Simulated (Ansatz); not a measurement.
**LiZnF3: relaxing a made-up structure**

Starting from a made-up structure for LiZnF3, the aim is the relaxed cell, its shortest contacts and, where a second run follows, its electronic structure.

Main program and level: Ansatz 0.2.0; DFT, r2SCAN, plane-wave PAW, files of the set soft_1, scalar-relativistic, no spin, cell and ions relaxed at zero pressure; PAW set soft_1, in the first sound run; inputs show where later runs differ.

### Step 1. The starting structure

It takes space group Pm-3m (No. 221, cubic). Conventional cell: a = 3.914 Å, b = 3.914 Å, c = 3.914 Å, α = 90.00°, β = 90.00°, γ = 90.00°. Nearest to Zn lie 6 F at 1.96 Å. Nearest to F lie 2 Zn at 1.96 Å. Nearest to Li lie 12 F at 2.77 Å. Farther neighbours and most contacts between anions are not listed.

### Step 2. Relaxation of the guess

The guess takes its coordinates from another compound and its volume from a rule, so the cell and any free coordinates are relaxed together.

The input, input.yaml:

```yaml
crystal:
  lattice:
    - [3.914, 0.0, 0.0]
    - [0.0, 3.914, 0.0]
    - [0.0, 0.0, 3.914]
  atoms:
    - { symbol: Zn, position: [0.0, 0.0, 0.0] }
    - { symbol: F, position: [0.5, 0.0, 0.0] }
    - { symbol: F, position: [0.0, 0.0, 0.5] }
    - { symbol: F, position: [0.0, 0.5, 0.0] }
    - { symbol: Li, position: [0.5, 0.5, 0.5] }
kpoints:
  mp_grid: { grid: [7, 7, 7] }
scf:
  occupations: { method: fermi_dirac, width: 0.05 }
hamiltonian:
  xc: r2scan
  pseudopotentials: { kind: paw, azcp: { folder: soft_1 } }
relax:
  f_tol: 0.015
  max_steps: 70
  cell: {}
output:
  forces: true
  stress: true
```

Command:

```sh
ansatz run input.yaml --threads 4 --pin off --max-ram 8192MiB --backend cpu --events-out ev --progress --plain --runs-dir out
```

Numbers of over 12 decimals in the logs are rounded to 6 here.

The log of the run:

```text
Engine: ansatz 0.2.0, x86_64-unknown-linux-gnu
Pseudopotentials: kind: paw
Pseudopotential: Zn, paw, valence charge 12, recommended cutoff 500 eV (meta_gga), soft_1/Zn.paw.azcp
Pseudopotential: F, paw, valence charge 7, recommended cutoff 500 eV (meta_gga), soft_1/F.paw.azcp
Pseudopotential: Li, paw, valence charge 3, recommended cutoff 500 eV (meta_gga), soft_1/Li.paw.azcp
Functional definition: r2SCAN
  parameter k0 = 0.174
  parameter k1 = 0.065
  parameter a1 = 4.9479
  exchange = r2scan_x(k0 = k0, k1 = k1, a1 = a1)
  correlation = r2scan_c
Crystal: 5 atoms, lattice volume = 59.960 Å³
Basis set: ecut = 500 eV, 1503 PW (Γ), exchange–correlation on 120×120×120 points (64 copies of the dense FFT grid, shifted against one another)
Bands: 23, of which v1, the nominal top of the filled ones, is band 18 counted from 1 (17 counted from 0)
Symmetry: 48 space group operations
Space group: Pm-3m (ITA 221), of the structure as read, at distance tolerance 3.9e-5 Å
k-points: 20 of 343
Non-local potential: Zn, projectors of the file, l = 0: 2, l = 1: 2, l = 2: 3, l = 3: 1
Non-local potential: F, projectors of the file, l = 0: 2, l = 1: 2, l = 2: 1
Non-local potential: Li, projectors of the file, l = 0: 3, l = 1: 2, l = 2: 1
PAW form: soft (Blöchl's): semilocal exchange-correlation on the pseudo side does not see the compensation charge
PAW frozen core: Zn, regenerated for the run's functional (the file was generated under x = pbe(κ = 0.804, μ = 0.219515), c = pbe(β = 0.066725))
PAW frozen core: F, regenerated for the run's functional (the file was generated under x = pbe(κ = 0.804, μ = 0.219515), c = pbe(β = 0.066725))
PAW one-centre angular grid: Zn, 590 points (default); XC on 160 Gauss nodes
PAW one-centre angular grid: F, 302 points (default); XC on 160 Gauss nodes
PAW one-centre angular grid: Li, 302 points (default); XC on 295 of its mesh's 2161 points in the sphere
Initial density: superposition of atomic densities (chi_scale 0.1, normalization cell, long waves kept (reshape's long-wave potential 0.02 eV rms))
Initial wavefunctions: pseudopotential atomic-orbital guess
Functional: x = r2scan, c = r2scan; τ floored in thin density (d = 2e-4 eV/Å³)
SCF iter   1: F=—  HF=-5968.547212 eV  |F-HF|=—  |Δ(HF+E_count)|=         —  Δρ=1.82e-1  dr2=1.14e1  dr2_τ=2.42e-2  ethr=3.10e-3  ⟨swp⟩=6.0  Hψ=2308  notcnv=0
preconditioner: auto → Resta (q_TF=auto, 2.506 Å⁻¹)  ε∞=3.3  [insulator: Δε(μ)=4.434 eV  Ē_g=18.539 eV  σ=0.050 eV  W_gap=1.00  n_scr=18 (ndim 8)  ℏωp=28.0 eV  f_vac=0.007  D(μ)=0.00/eV (n_scr^D=0)  ε∞_Penn≈3.3]
SCF iter   2: F=—  HF=-5964.507219 eV  |F-HF|=—  |Δ(HF+E_count)|=    4.04e0  Δρ=4.28e-2  dr2=9.51e-1  dr2_τ=5.07e-2  ethr=3.10e-3  ⟨swp⟩=3.2  Hψ=1315  notcnv=0  defer=20
SCF iter   3: F=—  HF=-5964.136875 eV  |F-HF|=—  |Δ(HF+E_count)|=   3.70e-1  Δρ=2.06e-2  dr2=2.68e-1  dr2_τ=3.68e-3  ethr=2.64e-3  ⟨swp⟩=2.0  Hψ=940  notcnv=0
automatic band count: iteration 3 solves 22 bands in place of 23: the levels show a gap, and the empty bands left out lie too high to hold charge; the band table lists the bands solved (type scf.n_extra_bands for more)
SCF iter   4: F=—  HF=-5964.140729 eV  |F-HF|=—  |Δ(HF+E_count)|=   3.85e-3  Δρ=1.05e-2  dr2=2.61e-2  dr2_τ=6.23e-4  ethr=7.45e-4  ⟨swp⟩=3.1  Hψ=853  notcnv=0
SCF iter   5: F=—  HF=-5964.177142 eV  |F-HF|=—  |Δ(HF+E_count)|=   3.64e-2  Δρ=5.95e-3  dr2=1.37e-2  dr2_τ=6.62e-4  ethr=7.25e-5  ⟨swp⟩=2.7  Hψ=972  notcnv=0
SCF iter   6: F=—  HF=-5964.172460 eV  |F-HF|=—  |Δ(HF+E_count)|=   4.68e-3  Δρ=2.37e-3  dr2=1.74e-3  dr2_τ=2.33e-5  ethr=3.81e-5  ⟨swp⟩=2.0  Hψ=800  notcnv=0
SCF iter   7: F=—  HF=-5964.172223 eV  |F-HF|=—  |Δ(HF+E_count)|=   2.37e-4  Δρ=5.10e-4  dr2=9.84e-5  dr2_τ=1.96e-6  ethr=4.83e-6  ⟨swp⟩=2.0  Hψ=715  notcnv=0
SCF iter   8: F=—  HF=-5964.172207 eV  |F-HF|=—  |Δ(HF+E_count)|=   1.57e-5  Δρ=1.34e-4  dr2=6.34e-6  dr2_τ=1.30e-7  ethr=2.73e-7  ⟨swp⟩=2.0  Hψ=674  notcnv=0
SCF iter   9: F=-5964.172207 eV  HF=-5964.172207 eV  |F-HF|=3.01e-8  |Δ(HF+E_count)|=   9.11e-7  Δρ=1.28e-5  dr2=7.75e-8  dr2_τ=1.57e-9  ethr=2.78e-10  ⟨swp⟩=3.2  Hψ=1961  notcnv=0
SCF 1 converged in 9 iterations: F = -5964.172207 eV  dr2 = 7.75e-8
  greatest PAW one-centre occupation: 0.999 electrons in one spin orbital (limit 2), on the Li atom at site 4 (counted from 0), in its partial waves of l = 0
relax step   1: F+E_penalty+E_count = -5964.17220662 eV  Δ(F+E_penalty+E_count) = +0.000e0 eV  max|allowed force component| = 3.092e-29 eV/Å  Δτ_max = 0.0000 Å  P = +3.529 GPa  Ω = 59.960 Å³  (9 SCF iters, dr2 threshold 1.00e-7 eV, accepted)
Crystal: 5 atoms, lattice volume = 61.083 Å³
Basis set: ecut = 500 eV, 1551 PW (Γ), exchange–correlation on 120×120×120 points (64 copies of the dense FFT grid, shifted against one another)
Initial density: handed on by an earlier stage of this run
Initial wavefunctions: those handed on with the density
iter 1 solved again at ethr=1.42e-5 eV; its pass at ethr=3.10e-3 eV (dr2=5.12e-3 eV) is discarded
SCF iter   1: F=—  HF=-5964.181388 eV  |F-HF|=—  |Δ(HF+E_count)|=         —  Δρ=3.24e-3  dr2=5.31e-3  dr2_τ=6.44e-3  ethr=1.42e-5  ⟨swp⟩=1.9  Hψ=2192  notcnv=0
automatic band count: iteration 1 solves 21 bands in place of 23: the levels show a gap, and the empty bands left out lie too high to hold charge; the band table lists the bands solved (type scf.n_extra_bands for more)
preconditioner: auto → Resta (q_TF=auto, 2.498 Å⁻¹)  ε∞=4.3  [insulator: Δε(μ)=3.869 eV  Ē_g=15.292 eV  σ=0.050 eV  W_gap=1.00  n_scr=18 (ndim 8)  ℏωp=27.7 eV  f_vac=0.220  D(μ)=0.00/eV (n_scr^D=0)  ε∞_Penn≈4.3]
SCF iter   2: F=—  HF=-5964.189599 eV  |F-HF|=—  |Δ(HF+E_count)|=   8.21e-3  Δρ=1.04e-3  dr2=5.20e-4  dr2_τ=3.46e-5  ethr=1.42e-5  ⟨swp⟩=2.0  Hψ=804  notcnv=0
SCF iter   3: F=—  HF=-5964.189383 eV  |F-HF|=—  |Δ(HF+E_count)|=   2.15e-4  Δρ=5.25e-4  dr2=2.35e-4  dr2_τ=3.47e-6  ethr=1.45e-6  ⟨swp⟩=2.0  Hψ=693  notcnv=0
SCF iter   4: F=—  HF=-5964.189332 eV  |F-HF|=—  |Δ(HF+E_count)|=   5.17e-5  Δρ=2.51e-4  dr2=2.05e-5  dr2_τ=4.07e-7  ethr=6.53e-7  ⟨swp⟩=2.0  Hψ=691  notcnv=0
SCF iter   5: F=—  HF=-5964.189344 eV  |F-HF|=—  |Δ(HF+E_count)|=   1.28e-5  Δρ=1.49e-4  dr2=8.48e-6  dr2_τ=6.28e-7  ethr=5.71e-8  ⟨swp⟩=2.0  Hψ=739  notcnv=0
SCF iter   6: F=—  HF=-5964.189343 eV  |F-HF|=—  |Δ(HF+E_count)|=   1.88e-6  Δρ=3.90e-5  dr2=8.28e-7  dr2_τ=4.48e-8  ethr=2.36e-8  ⟨swp⟩=2.2  Hψ=704  notcnv=0
SCF iter   7: F=-5964.189343 eV  HF=-5964.189343 eV  |F-HF|=9.32e-9  |Δ(HF+E_count)|=   9.51e-8  Δρ=1.02e-5  dr2=6.14e-8  dr2_τ=2.88e-9  ethr=1.39e-9  ⟨swp⟩=4.6  Hψ=1562  notcnv=0
SCF 2 converged in 7 iterations: F = -5964.189343 eV  dr2 = 6.14e-8
relax step   2: F+E_penalty+E_count = -5964.18934268 eV  Δ(F+E_penalty+E_count) = -1.714e-2 eV  max|allowed force component| = 5.781e-30 eV/Å  Δτ_max = 0.0000 Å  P = +1.738 GPa  Ω = 61.083 Å³  energy of the carried Pulay correction = -1.217e-3 eV  (7 SCF iters, dr2 threshold 5.00e-7 eV, accepted)
Crystal: 5 atoms, lattice volume = 62.213 Å³
Basis set: ecut = 500 eV, 1575 PW (Γ), exchange–correlation on 120×120×120 points (64 copies of the dense FFT grid, shifted against one another)
iter 1 solved again at ethr=1.39e-5 eV; its pass at ethr=3.10e-3 eV (dr2=5.01e-3 eV) is discarded
SCF iter   1: F=—  HF=-5964.186784 eV  |F-HF|=—  |Δ(HF+E_count)|=         —  Δρ=3.16e-3  dr2=5.19e-3  dr2_τ=6.21e-3  ethr=1.39e-5  ⟨swp⟩=1.8  Hψ=2217  notcnv=0
automatic band count: iteration 1 solves 21 bands in place of 23: the levels show a gap, and the empty bands left out lie too high to hold charge; the band table lists the bands solved (type scf.n_extra_bands for more)
preconditioner: auto → Resta (q_TF=auto, 2.491 Å⁻¹)  ε∞=4.3  [insulator: Δε(μ)=3.882 eV  Ē_g=15.177 eV  σ=0.050 eV  W_gap=1.00  n_scr=18 (ndim 8)  ℏωp=27.5 eV  f_vac=0.224  D(μ)=0.00/eV (n_scr^D=0)  ε∞_Penn≈4.3]
SCF iter   2: F=—  HF=-5964.194816 eV  |F-HF|=—  |Δ(HF+E_count)|=   8.03e-3  Δρ=1.02e-3  dr2=5.08e-4  dr2_τ=3.39e-5  ethr=1.39e-5  ⟨swp⟩=2.0  Hψ=804  notcnv=0
SCF iter   3: F=—  HF=-5964.194603 eV  |F-HF|=—  |Δ(HF+E_count)|=   2.13e-4  Δρ=5.12e-4  dr2=2.30e-4  dr2_τ=3.35e-6  ethr=1.41e-6  ⟨swp⟩=2.0  Hψ=693  notcnv=0
SCF iter   4: F=—  HF=-5964.194554 eV  |F-HF|=—  |Δ(HF+E_count)|=   4.90e-5  Δρ=2.46e-4  dr2=2.01e-5  dr2_τ=4.03e-7  ethr=6.38e-7  ⟨swp⟩=2.0  Hψ=705  notcnv=0
SCF iter   5: F=—  HF=-5964.194566 eV  |F-HF|=—  |Δ(HF+E_count)|=   1.25e-5  Δρ=1.60e-4  dr2=9.78e-6  dr2_τ=7.38e-7  ethr=5.58e-8  ⟨swp⟩=2.0  Hψ=748  notcnv=0
SCF iter   6: F=—  HF=-5964.194564 eV  |F-HF|=—  |Δ(HF+E_count)|=   2.32e-6  Δρ=4.74e-5  dr2=1.14e-6  dr2_τ=6.58e-8  ethr=2.72e-8  ⟨swp⟩=2.4  Hψ=753  notcnv=0
SCF iter   7: F=-5964.194564 eV  HF=-5964.194564 eV  |F-HF|=2.91e-8  |Δ(HF+E_count)|=   5.31e-8  Δρ=1.36e-5  dr2=9.48e-8  dr2_τ=5.62e-9  ethr=1.39e-9  ⟨swp⟩=4.9  Hψ=1669  notcnv=0
SCF 3 converged in 7 iterations: F = -5964.194564 eV  dr2 = 9.48e-8
relax step   3: F+E_penalty+E_count = -5964.19456376 eV  Δ(F+E_penalty+E_count) = -5.221e-3 eV  max|allowed force component| = 5.248e-30 eV/Å  Δτ_max = 0.0000 Å  P = +0.105 GPa  Ω = 62.213 Å³  energy of the carried Pulay correction = -2.405e-3 eV  (7 SCF iters, dr2 threshold 5.00e-7 eV, accepted)
Crystal: 5 atoms, lattice volume = 62.289 Å³
iter 1 solved again at ethr=6.36e-8 eV; its pass at ethr=3.10e-3 eV (dr2=2.29e-5 eV) is discarded
SCF iter   1: F=—  HF=-5964.194481 eV  |F-HF|=—  |Δ(HF+E_count)|=         —  Δρ=2.14e-4  dr2=2.43e-5  dr2_τ=2.67e-5  ethr=6.36e-8  ⟨swp⟩=2.0  Hψ=2142  notcnv=0
automatic band count: iteration 1 solves 21 bands in place of 23: the levels show a gap, and the empty bands left out lie too high to hold charge; the band table lists the bands solved (type scf.n_extra_bands for more)
preconditioner: auto → Resta (q_TF=auto, 2.490 Å⁻¹)  ε∞=4.2  [insulator: Δε(μ)=3.985 eV  Ē_g=15.249 eV  σ=0.050 eV  W_gap=1.00  n_scr=18 (ndim 8)  ℏωp=27.4 eV  f_vac=0.221  D(μ)=0.00/eV (n_scr^D=0)  ε∞_Penn≈4.2]
SCF iter   2: F=—  HF=-5964.194512 eV  |F-HF|=—  |Δ(HF+E_count)|=   3.10e-5  Δρ=6.56e-5  dr2=2.42e-6  dr2_τ=1.44e-7  ethr=6.36e-8  ⟨swp⟩=2.0  Hψ=753  notcnv=0
SCF iter   3: F=—  HF=-5964.194511 eV  |F-HF|=—  |Δ(HF+E_count)|=   1.05e-6  Δρ=3.48e-5  dr2=1.15e-6  dr2_τ=1.39e-8  ethr=6.72e-9  ⟨swp⟩=2.0  Hψ=677  notcnv=0
SCF iter   4: F=—  HF=-5964.194510 eV  |F-HF|=—  |Δ(HF+E_count)|=   2.70e-7  Δρ=1.69e-5  dr2=1.03e-7  dr2_τ=1.91e-9  ethr=3.21e-9  ⟨swp⟩=2.0  Hψ=694  notcnv=0
SCF iter   5: F=—  HF=-5964.194510 eV  |F-HF|=—  |Δ(HF+E_count)|=   5.32e-8  Δρ=1.12e-5  dr2=4.87e-8  dr2_τ=3.77e-9  ethr=7.71e-11  ⟨swp⟩=5.0  Hψ=1812  notcnv=0
SCF iter   6: F=-5964.194510 eV  HF=-5964.194510 eV  |F-HF|=1.56e-9  |Δ(HF+E_count)|=   1.29e-8  Δρ=2.72e-6  dr2=4.23e-9  dr2_τ=2.48e-10  ethr=7.71e-11  ⟨swp⟩=4.2  Hψ=1493  notcnv=0
SCF 4 converged in 6 iterations: F = -5964.194510 eV  dr2 = 4.23e-9
relax step   4: F+E_penalty+E_count = -5964.19451041 eV  Δ(F+E_penalty+E_count) = +5.335e-5 eV  max|allowed force component| = 1.834e-30 eV/Å  Δτ_max = 0.0000 Å  P = +0.001 GPa  Ω = 62.289 Å³  energy of the carried Pulay correction = -2.484e-3 eV  (6 SCF iters, dr2 threshold 2.78e-8 eV, accepted)
Initial wavefunctions: pseudopotential atomic-orbital guess (no wavefunctions were taken with the density)
iter 1 solved again at ethr=1.19e-8 eV; its pass at ethr=3.10e-3 eV (dr2=4.29e-6 eV) is discarded
SCF iter   1: F=—  HF=-5964.196906 eV  |F-HF|=—  |Δ(HF+E_count)|=         —  Δρ=2.00e-4  dr2=3.16e-6  dr2_τ=5.79e-6  ethr=1.19e-8  ⟨swp⟩=3.5  Hψ=3687  notcnv=0
preconditioner: auto → Resta (q_TF=auto, 2.490 Å⁻¹)  ε∞=3.8  [insulator: Δε(μ)=3.993 eV  Ē_g=16.255 eV  σ=0.050 eV  W_gap=1.00  n_scr=18 (ndim 8)  ℏωp=27.4 eV  f_vac=0.221  D(μ)=0.00/eV (n_scr^D=0)  ε∞_Penn≈3.8]
SCF iter   2: F=—  HF=-5964.196931 eV  |F-HF|=—  |Δ(HF+E_count)|=   2.48e-5  Δρ=1.17e-4  dr2=1.79e-6  dr2_τ=1.28e-6  ethr=8.79e-9  ⟨swp⟩=2.0  Hψ=820  notcnv=0
SCF iter   3: F=—  HF=-5964.196930 eV  |F-HF|=—  |Δ(HF+E_count)|=   5.71e-7  Δρ=2.36e-5  dr2=9.51e-8  dr2_τ=3.08e-8  ethr=4.97e-9  ⟨swp⟩=2.0  Hψ=739  notcnv=0
SCF iter   4: F=—  HF=-5964.196930 eV  |F-HF|=—  |Δ(HF+E_count)|=   2.06e-7  Δρ=2.82e-6  dr2=3.27e-9  dr2_τ=6.22e-10  ethr=2.64e-10  ⟨swp⟩=2.0  Hψ=729  notcnv=0
SCF iter   5: F=—  HF=-5964.196930 eV  |F-HF|=—  |Δ(HF+E_count)|=   6.61e-9  Δρ=2.09e-6  dr2=7.63e-10  dr2_τ=1.25e-10  ethr=9.08e-12  ⟨swp⟩=2.0  Hψ=734  notcnv=0
SCF iter   6: F=—  HF=-5964.196930 eV  |F-HF|=—  |Δ(HF+E_count)|=   2.53e-9  Δρ=8.45e-7  dr2=7.97e-11  dr2_τ=6.50e-11  ethr=2.12e-12  ⟨swp⟩=2.0  Hψ=800  notcnv=0
SCF iter   7: F=-5964.196930 eV  HF=-5964.196930 eV  |F-HF|=3.64e-12  |Δ(HF+E_count)|=  3.82e-11  Δρ=9.68e-8  dr2=2.87e-12  dr2_τ=5.68e-13  ethr=1.00e-12  ⟨swp⟩=4.0  Hψ=1546  notcnv=0
SCF 5 converged in 7 iterations: F = -5964.196930 eV  dr2 = 2.87e-12
relax step   5: F+E_penalty+E_count = -5964.19693015 eV  Δ(F+E_penalty+E_count) = -2.420e-3 eV  max|allowed force component| = 3.361e-30 eV/Å  Δτ_max = 0.0000 Å  P = -0.015 GPa  Ω = 62.289 Å³  stress off target by 1.53e-2 GPa  SCF on the basis re-selected at this cell (its energy is not comparable with the rows above)  (7 SCF iters)
basis re-selected at this cell: Δ(F+E_penalty+E_count) = -2.420e-3 eV, ΔP = -0.017 GPa vs the last step (what re-selecting the basis moved, of the pressure what is left beyond the Pulay correction that the steps carried, after the strain that the cell walked since its last selection, with what the two solves' SCF thresholds leave and, on support functions, any second-order correction that the steps lacked; it is no m [...]
SCF converged after 7 iterations
Free energy (F): -5964.196930 eV
Harris-Foulkes:  -5964.196930 eV  (|F-HF|=3.64e-12)
Internal energy: -5964.196930 eV  (E = F + TS)
E sigma→0 (E₀):  -5964.196930 eV
Fermi energy:    4.300956 eV
--- Per-component energies (eV) ---
  E_band       = -243.040726
  E_kinetic    = 757.769616
  E_local      = -4468.225125  (includes V_loc(G=0)·N_el)
  E_nonlocal   = 1077.801480
  E_hartree    = 1727.963976
  E_xc         = -306.660147
  E_vxc        = -398.788564  (∫ρ·V_xc dr)
  E_paw        = -2569.512022  (= ΣΔE_a)
  E_vpaw       = -695.716697  (= ΣTr[D̂ρ^β])
  E_aug_tail   = 0.001047  (compensation charges beyond the density's cutoff)
  E_vtau       = 28.189686  (kinetic-family band-sum trace: ∫τ·v_τ [+ j·A + Jᵃ·Aᵃ] dr)
  E_ewald      = -2183.058962
  E_core_change = -0.276792  (= ΣΔE_core)
  E_smearing   = -0.000000  (= −TS)
  E_closure    = 0.000000  (closes the sum)
  Σ components = -5964.196930   (vs F -5964.196930, Δ=0.00e0)
--- Forces (eV/Å), atoms counted from 1 ---
  atom   1  Zn     0.00000000    -0.00000000    -0.00000000
  atom   2  F      0.00000000    -0.00000000     0.00000000
  atom   3  F     -0.00000000    -0.00000000    -0.00000000
  atom   4  F      0.00000000    -0.00000000     0.00000000
  atom   5  Li    -0.00000000     0.00000000     0.00000000
  max |Σ_I F_I| component: 4.23e-30 eV/Å
--- Stress (GPa, compression-positive) ---
       -0.015311      -0.000000      -0.000000
       -0.000000      -0.015311       0.000000
       -0.000000       0.000000      -0.015311
  P = ⅓ Tr σ = -0.0153 GPa (-0.153 kbar)
--- Relaxed structure (4 steps of the walk, 4 accepted, 1 SCFs on fresh bases) ---
  F+E_penalty+E_count = -5964.19693015 eV   max|allowed force component| = 3.361e-30 eV/Å   (the final SCF, on the basis selected at the relaxed cell)
  cell:  # Å, volume = 62.2895 Å³
    - [3.964042, 0, 0]
    - [0, 3.964042, 0]
    - [0, 0.0, 3.964042]
  atoms:
    - { symbol: Zn, position: [0, 0, 0] }
    - { symbol: F, position: [0.5, 0, 0] }
    - { symbol: F, position: [0, 0, 0.5] }
    - { symbol: F, position: [0, 0.5, 0] }
    - { symbol: Li, position: [0.5, 0.5, 0.5] }
```

Wall time 11 s (4 threads of AMD EPYC 7R13 (Zen 3), shared host); peak memory 0.63 GiB; 17 s of CPU time.

Relaxation path:

```
step  energy less that of the first step (eV)  largest force component (eV/Å)  pressure (GPa)  volume (Å³)
   1                                   0.0000                          0.0000            3.53        59.96
   2                                  -0.0171                          0.0000            1.74        61.08
   3                                  -0.0224                          0.0000            0.11        62.21
   4                                  -0.0223                          0.0000            0.00        62.29
  5*                                  -0.0247                          0.0000           -0.02        62.29
```

Relaxation steps marked * repeat the geometry before them on a plane-wave basis chosen anew for their cell, so energy and pressure can jump there.

The run keeps the 48 symmetry operations that it works with, so distortions that break them were not tested.

```
conventional cell, symmetrised  before  after  change
                         a (Å)   3.914  3.964  +1.3 %
                         b (Å)   3.914  3.964  +1.3 %
                         c (Å)   3.914  3.964  +1.3 %
              volume (Å³/atom)   11.99  12.46  +3.9 %
```

Final coordinates:

```cif
data_structure
_symmetry_space_group_name_H-M 'P 1'
_symmetry_Int_Tables_number 1
_cell_length_a 3.9640
_cell_length_b 3.9640
_cell_length_c 3.9640
_cell_angle_alpha 90.000
_cell_angle_beta 90.000
_cell_angle_gamma 90.000
_cell_volume 62.29
loop_
_atom_site_label
_atom_site_type_symbol
_atom_site_fract_x
_atom_site_fract_y
_atom_site_fract_z
_atom_site_occupancy
Zn1 Zn 0.00000 0.00000 0.00000 1
F2 F 0.50000 0.00000 0.00000 1
F3 F 0.00000 0.00000 0.50000 1
F4 F 0.00000 0.50000 0.00000 1
Li5 Li 0.50000 0.50000 0.50000 1
```

Numbers from this step:

```yaml
free_energy: -5964.1969 eV
fermi_energy: 4.301 eV
gap_by_band_count: 3.992 eV
electrons: 36
symmetry_operations: 48
pressure: -0.01531 GPa
```

Shortest distances by pair of elements, guess and relaxed (not always the same contact):

```
 pair  guess (Å)  relaxed (Å)
 F–Zn      1.957        1.982
  F–F      2.768        2.803
 F–Li      2.768        2.803
Li–Zn      3.390        3.433
Zn–Zn      3.914        3.964
```

The relaxation ends with a pressure of -0.02 GPa.

(Part 1 of 2 ends here.)

[Logs are printed without paths, hosts, clocks, repeated set-up lines and the standing remarks that a program may print on its own settings, such as how far it seeks lower states.]

[Hosts, paths, dates, database ids (printed as entryN), source tags and the programs' standing remarks are cut or masked in the printed files.]
